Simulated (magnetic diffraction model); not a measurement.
**CeGa4P12: the ordered moment from one line**

Space group Im-3 (no. 204), a = 8.2410 Å.

| site | atom | x | y | z |
| --- | --- | --- | --- | --- |
| 2a | Ce | 0 | 0 | 0 |
| 8c | Ga | 1/4 | 1/4 | 3/4 |
| 24g | P | 1/2 | 0.8510 | 0.3364 |

The compound is invented for this exercise: a known structure type with other elements, its cell scaled to their sizes and not relaxed.

Only Ce is taken to order (form factors of Ce3+); orders and moment sizes are assumed, and not adapted to the symmetry. Radiation: neutrons of λ = 1.909 Å, 1.5° to 55°; isotropic B of 0.27 Å² (Ce), 0.3 Å² (Ga) and 0.32 Å² (P). The intensities are simulated: I ∝ L Σ (|F_N|² + |F_M⊥|²) for unpolarised neutrons, with F_M = 2.695 fm/μB × Σ f(s) S exp(2πi Q·r) exp(−B s²) at Q = H ± k (one set where k and −k are equivalent), only the part normal to Q counting and L = 1/(sin²θ cos θ). For a modulated order the moment at position r is S exp(−2πi k·r) + c.c., with S = m/2 for a sine wave of amplitude m and S = m(u + iv)/2 for moments turning in a plane, u and v being orthogonal unit vectors in it; the phase factor of the sum at Q = H + k is then exp(2πi H·r). Form factors are spin-only for 3d ions and dipole or tabulated for f ions, scattering lengths are Sears's of 1992, and absorption is left out. A label names one of the reflections at its angle. The strongest nuclear line in the range is 100, and lines under 0.2 are left out.

In a first state the assumed order is k = (1/5 0 0), a sine wave with moments along [001] (amplitudes given), 1.4 μB on Ce, with this pattern:

```
2θ (°)      index  nuclear  magnetic
  2.65  (1/5 0 0)      0.0       5.6
 17.06  (4/5 1 0)      0.0       0.4
 18.86    (1 1 0)      1.7       0.0
 19.04  (1/5 1 1)      0.0       0.2
 20.85  (6/5 1 0)      0.0       0.3
 26.79    (2 0 0)     18.2       0.0
 38.25    (2 2 0)     22.0       0.0
 42.97    (3 1 0)    100.0       0.0
 47.31    (2 2 2)      5.6       0.0
 51.36    (3 2 1)     42.4       0.0
```

**Question.** Nearer the ordering temperature the line at 2.65° has total intensity 2.7 on the same scale, and all moments have shrunk alike. How large is the Ce moment?

The nuclear part, 0.0, stays, so the magnetic part is 2.7 against 5.6. It goes as m², so m = 1.4 × √(2.7/5.6) = 0.97 μB; the value used was 0.98 μB.

[Logs are printed without paths, hosts, clocks, repeated set-up lines and the standing remarks that a program may print on its own settings, such as how far it seeks lower states.]
